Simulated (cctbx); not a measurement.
**Absolute structure of InBiPd**

Space group P-62m (no. 189), a = 7.6580 Å, b = 7.6580 Å, c = 3.9320 Å, α = 90.00°, β = 90.00°, γ = 120.00°.

| atom | mult. | x | y | z | Ueq (Å²) |
| --- | --- | --- | --- | --- | --- |
| Bi1 | 3 | 0.4080 | 0 | 1/2 | 0.0119 |
| In1 | 3 | 0.7439 | 0 | 0 | 0.0140 |
| Pd1 | 2 | 2/3 | 1/3 | 0 | 0.0173 |
| Pd2 | 1 | 0 | 0 | 1/2 | 0.0184 |

The model was made for the exercise: a known structure type with other elements put in, its volume estimated, not relaxed; displacement parameters are assumed.

Data sets are simulated with cctbx and refined with Bijvoet mates kept apart; Flack x is then fitted as the share of an inverted twin with the atoms fixed, Hooft y from the Bijvoet differences. The group is acentric but holds improper operations, so there is an absolute structure (orientation) and no hand.

Untwinned crystal. What Flack and Hooft values should come out?

| λ (Å) | extinction (unmodelled) | d min (Å) | top counts | error (%) | model | R1 | Flack x | s.u. | Hooft y | s.u. | pairs |
| --- | --- | --- | --- | --- | --- | --- | --- | --- | --- | --- | --- |
| 0.71073 | 0.3 | 0.77 | 70000 | 1.5 | as given | 0.0074 | 0.000 | 0.005 | -0.001 | 0.003 | 78 |
| 0.71073 | 0.3 | 0.77 | 70000 | 1.5 | inverted | 0.0992 | 0.967 | 0.018 | 1.060 | 0.003 | 78 |
| 1.54184 | 0 | 0.83 | 40000 | 6 | as given | 0.0109 | 0.05 | 0.05 | 0.093 | 0.051 | 64 |

With Mo Kα, x is within 3 s.u. of 0, so the absolute structure is right. With Cu Kα, x is within 3 s.u. of 0, so the absolute structure is right, though an s.u. above 0.04 can't exclude a small twin share. Inverting the model turns x into about 1 − x.

A further crystal gives:

```csv
λ (Å),extinction (unmodelled),d min (Å),top counts,error (%),model,R1,Flack x,s.u.,Hooft y,s.u.,pairs
1.54184,0,0.8,40000,1.5,as given,0.0048,0.12,0.03,0.115,0.024,71
```

**Question.** What is it?

It was simulated as an inversion twin with a fraction 0.15 of the inverted domain. Flack x is over 3 s.u. from both 0 and 1 and reads that fraction.

[Logs are printed without paths, hosts, clocks, repeated set-up lines and the standing remarks that a program may print on its own settings, such as how far it seeks lower states.]
